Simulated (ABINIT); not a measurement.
Records of electronic-structure calculations.

```
! title: A GW chain in ABINIT: AgCl (Fm-3m)
! method: RPA screening on PBE, plane waves, norm-conserving pseudopotentials (and 2 further levels or steps)
! program: ABINIT 10.8.3
! settings: cutoff 37 Ha, PseudoDojo scalar-relativistic 0.4.1 standard, norm-conserving, potential set dojo-sr-pbe-0.4.1-standard, ngkpt (4, 4, 4), nband 109, ecuteps 6 Ha, inclvkb 2, shiftk (0, 0, 0), symchi 1, awtr 1, frequency ppm, 4×4×4 k-mesh
! cost: 5 runs, 2 min in all on 4 MPI ranks of Arm Neoverse V1, shared host
! notes: The cell and positions are those that the Materials Project relaxed with its own functionals (PBE, PBE+U or r2SCAN), kept fixed. Limits: d shell near the gap, gap tends to lie low; no spin-orbit coupling. The 4×4×4 mesh is coarse for this cell, which bears on the long-range parts of exchange and screening.
! PBE gap: 0.91 eV, indirect
! G0W0 gap on the mesh: 2.11 eV
! GW settings: 4×4×4 mesh, 109 bands, screening to 163.3 eV, Godby-Needs plasmon pole
! known limits: short of the basis limit; d shell near the gap, gap tends to lie low; no spin-orbit coupling; coarse k mesh
CELL_PARAMETERS angstrom
0.00000 2.77266 2.77266
2.77266 0.00000 2.77266
2.77266 2.77266 0.00000
ATOMIC_POSITIONS crystal
Ag 0.00000 0.00000 0.00000
Cl 0.50000 0.50000 0.50000
```

[Long decimals in the printed logs are rounded to 6 places.]

[Logs are printed without paths, hosts, clocks, repeated set-up lines and the standing remarks that a program may print on its own settings, such as how far it seeks lower states.]

[Paths, hosts, dates, memory and timing lines, banners, echoed tables and standing remarks are left out of the program output; an Ansatz launch command may be rebuilt from the run's recorded settings. Measured values are a selection of at most five: reports struck by readers or far from the other reports are left out. None is set beside runs whose start may be inverted or whose files or cutoffs have a known fault.]

[Runs of the session that timed out or met a known fault of the program may be left out.]

[Hosts, paths, dates, database ids (printed as entryN), source tags and the programs' standing remarks are cut or masked in the printed files.]

[G0W0 gaps are taken among the corrected bands and points alone; a level outside them can change the order at an edge.]

[Where Ansatz stands beside ABINIT at settings called matched, ABINIT's density can come from a denser mesh and the files from another edition; pairs whose starting gaps differed by over 0.03 eV were left out, so agreement reads better than it is.]
